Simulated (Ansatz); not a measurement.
# Debugging a many-body input for BAs (F-43m)

What is wrong with this input for BAs (F-43m)?

Program: Ansatz 0.2.0. Level of theory: G0W0 on PBE, plane waves, PAW. Results are calculated unless marked as measured.

**1. The structure**

Symmetry: F-43m, No. 216, cubic system. The conventional cell has a = 4.777 Å, b = 4.777 Å, c = 4.777 Å, α = 90.00°, β = 90.00°, γ = 90.00°. Nearest to B lie 4 As at 2.07 Å. Nearest to As lie 4 B at 2.07 Å. Farther neighbours are not listed.

As a file:

```cif
data_structure
_symmetry_space_group_name_H-M 'F-43m'
_symmetry_Int_Tables_number 216
_cell_length_a 4.7770
_cell_length_b 4.7770
_cell_length_c 4.7770
_cell_angle_alpha 90.000
_cell_angle_beta 90.000
_cell_angle_gamma 90.000
_cell_volume 109.01
loop_
_atom_site_label
_atom_site_type_symbol
_atom_site_symmetry_multiplicity
_atom_site_Wyckoff_symbol
_atom_site_fract_x
_atom_site_fract_y
_atom_site_fract_z
_atom_site_occupancy
B1 B 4 a 0.00000 0.00000 0.00000 1
As1 As 4 d 0.25000 0.25000 0.75000 1
```

The cell and positions come from the Crystallography Open Database and are kept as given unless a step says otherwise. The default PAW set here is soft_2. Its files were made with PBE.

**2. First try**

Contents of input.yaml:

```yaml
crystal:
  lattice:
    - [0.0, 2.3885, 2.3885]
    - [2.3885, 0.0, 2.3885]
    - [2.3885, 2.3885, 0.0]
  atoms:
    - { symbol: B, position: [0.0, 0.0, 0.0] }
    - { symbol: As, position: [0.25, 0.25, 0.25] }
kpoints:
  mp_grid: { grid: [4, 4, 4] }
hamiltonian:
  xc: pbe
scf:
  occupations: { method: fixed }
gw:
  n_empty_bands: 44
  ecut_chi: 10
  qp_bands: [v2, c2]
  qp_kpoints: band_edges
  screening: { model: contour_deformation }
```

Started as:

```sh
$ ansatz run input.yaml --threads 3 --pin off --max-ram 92160MiB --backend cuda --events-out ev --progress --plain --runs-dir out --devices 1 --max-vram 13GiB  # rebuilt from the run's record
```

Numbers of over 12 decimals in the logs are rounded to 6 here.

Log:

```text
GPUs: using 1 of 1 available (devices: 1).
Engine: ansatz 0.2.0, x86_64-unknown-linux-gnu
Pseudopotentials: kind: paw
Pseudopotential: B, paw, valence charge 3, recommended cutoff 420 eV (normal), B.paw.azcp
Pseudopotential: As, paw, valence charge 15, recommended cutoff 420 eV (normal), As.paw.azcp
Functional definition: PBE
  parameter kappa = 0.804
  parameter beta = 0.066725
  exchange = pbe_x(kappa = kappa, mu = beta*pi^2/3)
  correlation = pbe_c(beta = beta)
device memory: the entry about to start is reckoned to put 0.7 GiB on a device that reports 52.2 GiB free (of which the cap on the GPU budget leaves the run 13.0 GiB)
GPU FFT provider: cuFFT
GPU libraries: cuBLAS 13.8.2, cuFFT 12.4.0, cuSOLVER 12.3.4
Crystal: 2 atoms, lattice volume = 27.252 Å³
Basis set: ecut = 420 eV, 531 PW (Γ)
Bands: 13, of which v1, the nominal top of the filled ones, is band 9 counted from 1 (8 counted from 0)
Symmetry: 24 space group operations
Space group: F-43m (ITA 216), of the structure as read, at distance tolerance 3.0e-5 Å
k-points: 8 of 64 (time reversal used)
Non-local potential: B, projectors of the file, l = 0: 2, l = 1: 2, l = 2: 1
Non-local potential: As, projectors of the file, l = 0: 2, l = 1: 2, l = 2: 3, l = 3: 1
PAW form: soft (Blöchl's): semilocal exchange-correlation on the pseudo side does not see the compensation charge
PAW one-centre angular grid: B, 110 points (default); XC on 64 Gauss nodes
PAW one-centre angular grid: As, 590 points (default); XC on 64 Gauss nodes
Initial density: superposition of atomic densities (neutral atoms: chi_scale 0, normalization atom), corrected by the library's trained network
Initial wavefunctions: pseudopotential atomic-orbital guess
GPU buffer pool allocated for 13824 grid points (all kernels)
GPU transforms: local potential and band sums: pruned to the plane-wave sphere, on 24×24×24
Functional: x = pbe(κ = 0.804, μ = 0.219515), c = pbe(β = 0.066725)
SCF iter   1: F=—  HF=-5011.922563 eV  |F-HF|=—  |Δ(HF+E_count)|=         —  Δρ=2.45e-3  dr2=1.97e-3  ethr=1.77e-3  ⟨swp⟩=4.2  Hψ=509  notcnv=0  defer=10
preconditioner: auto → none  [insulator: Δε(μ)=1.443 eV  Ē_g=12.317 eV  n_scr=8 (ndim 8)  ℏωp=20.1 eV  f_vac=0.001  ε∞_Penn≈3.7]
SCF iter   2: F=—  HF=-5011.922089 eV  |F-HF|=—  |Δ(HF+E_count)|=   4.74e-4  Δρ=1.02e-3  dr2=2.77e-4  ethr=1.09e-5  ⟨swp⟩=2.0  Hψ=195  notcnv=0  defer=13
SCF iter   3: F=—  HF=-5011.922120 eV  |F-HF|=—  |Δ(HF+E_count)|=   3.11e-5  Δρ=1.54e-4  dr2=5.02e-6  ethr=1.54e-6  ⟨swp⟩=2.9  Hψ=188  notcnv=0  defer=13
SCF iter   4: F=—  HF=-5011.922122 eV  |F-HF|=—  |Δ(HF+E_count)|=   1.60e-6  Δρ=6.84e-5  dr2=8.78e-7  ethr=2.79e-8  ⟨swp⟩=2.0  Hψ=176  notcnv=0
SCF iter   5: F=—  HF=-5011.922122 eV  |F-HF|=—  |Δ(HF+E_count)|=   6.60e-7  Δρ=2.61e-5  dr2=1.31e-7  ethr=4.88e-9  ⟨swp⟩=3.0  Hψ=178  notcnv=0
SCF iter   6: F=-5011.922122 eV  HF=-5011.922122 eV  |F-HF|=7.55e-9  |Δ(HF+E_count)|=   1.27e-7  Δρ=5.12e-6  dr2=4.25e-9  ethr=5.56e-10  ⟨swp⟩=4.0  Hψ=392  notcnv=0
SCF 1 converged in 6 iterations: F = -5011.922122 eV  dr2 = 4.25e-9
[...]
device memory: the entry about to start is reckoned to put 1.2 GiB on a device that reports 52.4 GiB free (of which the cap on the GPU budget leaves the run 13.0 GiB)
NSCF: frozen V_eff on 8 k-points
[...]
device memory: the entry about to start is reckoned to put 1.1 GiB on a device that reports 53.0 GiB free (of which the cap on the GPU budget leaves the run 13.0 GiB)
NSCF: frozen V_eff on 8 k-points
G₀W₀ screening: q 1/8
[... further progress lines ...]
device memory: the entry about to start is reckoned to put 0.3 GiB on a device that reports 57.9 GiB free (of which the cap on the GPU budget leaves the run 13.0 GiB)
NSCF: frozen V_eff on 1 k-points
SCF converged after 6 iterations
Free energy (F): -5011.922122 eV
Harris-Foulkes:  -5011.922122 eV  (|F-HF|=7.55e-9)
Internal energy: -5011.922122 eV  (E = F + TS)
E sigma→0 (E₀):  -5011.922122 eV
Fermi energy:    11.165030 eV
--- Per-component energies (eV) ---
  E_band       = -209.400205
  E_kinetic    = 152.838505
  E_local      = -1694.950534  (includes V_loc(G=0)·N_el)
  E_nonlocal   = -657.979644
  E_hartree    = 940.833377
  E_xc         = -111.461893
  E_vxc        = -117.709533  (∫ρ·V_xc dr)
  E_paw        = -1915.426943  (= ΣΔE_a)
  E_vpaw       = 226.733026  (= ΣTr[D̂ρ^β])
  E_aug_tail   = 0.000007  (compensation charges beyond the density's cutoff)
  E_ewald      = -1725.774997
  E_smearing   = -0.000000  (= −TS)
  E_closure    = 0.000000  (closes the sum)
  Σ components = -5011.922122   (vs F -5011.922122, Δ=0.00e0)
--- Band table (eV; the first three rows and the last of 8) ---
  k-point 0: bands = [... 5 lower, -4.2503, 11.1650, 11.1650, 11.1650, 14.4294, 14.4294, 14.4294, 15.8417]
  k-point 1: bands = [... 5 lower, -3.2481, 6.2221, 10.0135, 10.0135, 14.2240, 15.8104, 15.8104, 19.0706]
  k-point 2: bands = [... 5 lower, -1.3782, 2.3751, 9.3407, 9.3407, 13.8497, 15.9413, 15.9413, 20.0424]
  k-point 7: bands = [... 5 lower, 0.0929, 3.1083, 5.6692, 5.9669, 16.4228, 17.1040, 17.9663, 18.1978]
--- G₀W₀: contour deformation, 6 samples at zero and on the imaginary axis and 2 off it, 64 q-points, 44 empty bands' worth ---
  eigenvalues of the whole cell's RPA ε∞ on this k-mesh (on a slab, of 1 + 4πα/V) = 15.4432, 15.4432, 15.4432; static W/v taken at q = 0 is 0.064753
  bands read: the sum over 53 bands ends inside a degenerate multiplet in 3 slots, whose members it reads at an even weight; the widest, k=0: bands 53 to 55 (counted from 1) at 1/3 each
  gw.qp_kpoints: band_edges: 5 of 8 stored k-points solved, in 1 pass; an edge of the gap read off the rows below is read off those points alone
    valence top: of the k-points left out ik 5 came nearest to being solved in a further pass, in band 9 (counted from 1, as in the quasiparticle table): it holds the edge there only if its correction is more favourable than any solved in that band by at least 1.971 eV; those differ by 0.396 eV
    conduction bottom: of the k-points left out ik 4 came nearest to being solved in a further pass, in band 10 (counted from 1, as in the quasiparticle table): it holds the edge there only if its correction is more favourable than any solved in that band by at least 0.962 eV; those differ by 0.572 eV
    ik  band        ε_KS         Σx   Σc(E_QP)       V_xc       Z   E_QP_lin       E_QP  E_QP is
     0     8     11.1650   -16.7736     2.2098   -15.0612  0.8347    11.6610    11.6625  root
     0     9     11.1650   -16.7736     2.2098   -15.0612  0.8347    11.6610    11.6625  root
     0    10     14.4294    -8.9709    -3.5901   -13.8000  0.8284    15.6825    15.6683  root
     0    11     14.4294    -8.9709    -3.5901   -13.8000  0.8284    15.6825    15.6683  root
     1     8     10.0135   -16.7245     2.4541   -14.6552  0.8286    10.3973    10.3983  root
     1     9     10.0135   -16.7245     2.4541   -14.6552  0.8286    10.3973    10.3983  root
     1    10     14.2240    -9.5538    -3.8450   -14.6551  0.8266    15.4962    15.4804  root
     1    11     15.8104    -8.6118    -3.9392   -13.8816  0.8203    17.1540    17.1410  root
     2     8      9.3407   -16.9776     2.7451   -14.5495  0.8239     9.6569     9.6577  root
     2     9      9.3407   -16.9776     2.7451   -14.5495  0.8239     9.6569     9.6577  root
     2    10     13.8497    -9.8269    -3.8304   -14.8579  0.8284    15.0642    15.0502  root
     2    11     15.9413    -7.8302    -4.0431   -13.0953  0.8157    17.1574    17.1633  root
     3     8      8.4568   -16.6802     2.8624   -14.0285  0.8175     8.6670     8.6675  root
     3     9      8.4568   -16.6802     2.8624   -14.0285  0.8175     8.6670     8.6675  root
     3    10     12.8139    -8.2444    -3.4678   -12.6306  0.8323    13.7388    13.7324  root
     3    11     15.6837    -7.1093    -4.2521   -12.4155  0.8171    16.7505    16.7378  root
     6     8      7.0803   -17.0069     3.4050   -13.7037  0.8013     7.1823     7.1822  root
     6     9      7.0803   -17.0069     3.4050   -13.7037  0.8013     7.1823     7.1822  root
     6    10     12.5872    -7.7640    -3.5656   -12.0140  0.8330    13.2752    13.2717  root
     6    11     12.6001    -7.4698    -3.6020   -11.9164  0.8341    13.4501    13.4447  root
```

It took 8.5 s on 1 × NVIDIA H100 80GB HBM3 (shared by 6 runs) with 3 threads of AMD EPYC 7R13 (Zen 3), shared host; peak memory 1 GiB.

**Diagnosis.**

The run ended normally, though the input holds a fault or crude settings.

The fault: screening cutoff of 10 eV. Nearly all local fields and short-range correlation are left out.

It printed a gap of 1.61 eV, which is an artefact of the settings.

**3. A better input**

G0W0 replaces the xc potential by the self-energy, built once from these orbitals. Only a window of levels is corrected, while the sums run over the empty bands that the input names.

input.yaml, the sections that differ from step 2:

```yaml
kpoints:
  mp_grid: { grid: [6, 6, 6] }
gw:
  n_empty_bands: 81
  ecut_chi: 120
  qp_bands: [v2, c2]
  qp_kpoints: band_edges
  screening: { model: contour_deformation }
# crystal, hamiltonian, scf: as in step 2
```

Log:

```text
GPUs: using 1 of 1 available (devices: 1).
[...]
GPU FFT provider: cuFFT
GPU libraries: cuBLAS 13.8.2, cuFFT 12.4.0, cuSOLVER 12.3.4
Crystal: 2 atoms, lattice volume = 27.252 Å³
Basis set: ecut = 420 eV, 531 PW (Γ)
Bands: 13, of which v1, the nominal top of the filled ones, is band 9 counted from 1 (8 counted from 0)
[... 1 set-up line as in the run before ...]
[...]
k-points: 16 of 216 (time reversal used)
[...]
GPU buffer pool allocated for 13824 grid points (all kernels)
[...]
SCF iter   1: F=—  HF=-5012.081499 eV  |F-HF|=—  |Δ(HF+E_count)|=         —  Δρ=8.68e-4  dr2=1.36e-4  ethr=1.77e-3  ⟨swp⟩=4.2  Hψ=1063  notcnv=0  defer=20
[...]
SCF iter   6: F=-5012.081585 eV  HF=-5012.081585 eV  |F-HF|=4.13e-10  |Δ(HF+E_count)|=   1.78e-8  Δρ=2.47e-6  dr2=1.29e-9  ethr=1.38e-10  ⟨swp⟩=3.1  Hψ=839  notcnv=0
SCF 1 converged in 6 iterations: F = -5012.081585 eV  dr2 = 1.29e-9
[...]
0     8     11.1319   -16.4505     0.9519   -15.0505  0.7943    10.6826    10.6838  root
     0     9     11.1319   -16.4505     0.9519   -15.0505  0.7943    10.6826    10.6838  root
     0    10     14.4103    -9.1505    -4.3146   -13.8090  0.7941    14.7553    14.7542  root
     0    11     14.4103    -9.1505    -4.3146   -13.8090  0.7941    14.7553    14.7542  root
     1     8     10.4508   -16.3794     1.1397   -14.7644  0.7919     9.9741     9.9755  root
     1     9     10.4508   -16.3794     1.1397   -14.7644  0.7919     9.9741     9.9755  root
     1    10     14.4318    -9.5952    -4.5438   -14.5206  0.7898    14.8148    14.8134  root
     1    11     15.2984    -9.0525    -4.6094   -14.0341  0.7868    15.6719    15.6705  root
[...]
12     8      7.0555   -16.8511     2.4910   -13.7043  0.7652     6.3937     6.3997  root
    12     9      7.0555   -16.8511     2.4910   -13.7043  0.7652     6.3937     6.3997  root
    12    10     12.5682    -7.9415    -4.0343   -12.0336  0.8042    12.6261    12.6261  root
    12    11     12.5786    -7.6522    -4.1311   -11.9417  0.8086    12.7372    12.7370  root
[key lines of the parts left out:]
SCF converged after 6 iterations
Free energy (F): -5012.081585 eV
Fermi energy:    11.131865 eV
```

Elapsed: 13 s, on 1 × NVIDIA H100 80GB HBM3 (shared by 6 runs) with 3 threads; peak memory 1 GiB; 8.4 s of CPU time.

This step gave:

* bands summed: 90
* RPA ε∞ on this mesh (eigenvalues): 10.60, 10.60, 10.60
* plane waves in the screening matrix: 65
* q-points in the mesh: 216
* G0W0 gap on the mesh: 1.872 eV
* k of the valence top: 0, 0, 0
* k of the conduction bottom: 0, 0.3333, 0.3333
* starting gap on the mesh: 1.281 eV
* Z at the valence top: 0.7943
* Z at the conduction bottom: 0.8043
* least direct G0W0 gap on the computed points: 4.070 eV

The gap on the mesh goes from 1.28 eV to 1.87 eV, a correction of +0.59 eV. Between the two edge states, bare exchange in place of the xc potential would open the gap by 5.49 eV, and correlation takes back 4.90 eV.

**4. Results**

| Quantity | Value |
| --- | --- |
| first try | converged after 8.5 s |
| better run | G0W0 gap on the mesh 1.87 eV (6×6×6 mesh, 81 empty bands, screening to 120 eV) |

**Reading.** The second run differs in: mesh, empty bands and screening cutoff (eV). Bands and cutoff are finite, so the gap is not at the basis limit. The miss can reach some tenths of an eV and take either sign; the mesh is an error of its own. The many-body steps are scalar-relativistic: spin-orbit coupling is not in them.

[Paths, hosts, dates, memory and timing lines, banners, echoed tables and standing remarks are left out of the program output.]

[Logs are printed without paths, hosts, clocks, repeated set-up lines and the standing remarks that a program may print on its own settings, such as how far it seeks lower states.]

[Runs of the session that timed out or met a known fault of the program may be left out.]

[Cells called generated may have been cut or substituted from an entry of the Crystallography Open Database or the Materials Project.]

[Hosts, paths, dates, database ids (printed as entryN), source tags and the programs' standing remarks are cut or masked in the printed files.]
